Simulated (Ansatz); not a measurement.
# A thicker film of NaI (001) from two thinner ones

In a field along its normal an insulating film takes a dipole p. Written as a length, p/(ε₀AE), it should grow by 1 − 1/ε for each ångström added.

Set-up. Ansatz 0.2.0, plane waves with PAW datasets (its set soft_2), PBE; rocksalt films relaxed at a bulk in-plane lattice constant near the measured one, then held in weak fields of both signs with a dipole correction (A is the cell's area, E the outer field).

| run | distance between the outer atoms (Å) | p/(ε₀AE) (Å) |
| --- | --- | --- |
| 3 units | 6.676 | 7.214 |
| 5 units | 13.271 | 11.822 |
| 8 units | 23.113 | ? |

Q: Estimate the withheld value from the rows shown.

Two rows fix a line: slope = (11.822 − 7.214) / (13.271 − 6.676) = 0.6987, intercept 2.5495. That slope means ε = 1/(1 − 0.6987) = 3.32. At 23.113 it gives 0.6987 × 23.113 + 2.5495 = 18.699 Å, beyond the rows fitted. Rounding of the rows alone allows about ±0.003 Å there; two rows can't show whether the line holds.

The run itself gives 18.725 Å: a miss of +0.026 Å, or 0.1 % of the value. The length is met to within 1 %, though ε is more sensitive than the length: the two thickest films give ε = 3.35.

**Limits.** This is the electronic response alone. A unit is one step of the cut along the normal (a plane, a pair of planes or a cell), and the layers relax along it, away from their bulk spacing where the functional's lattice constant differs from the one held.
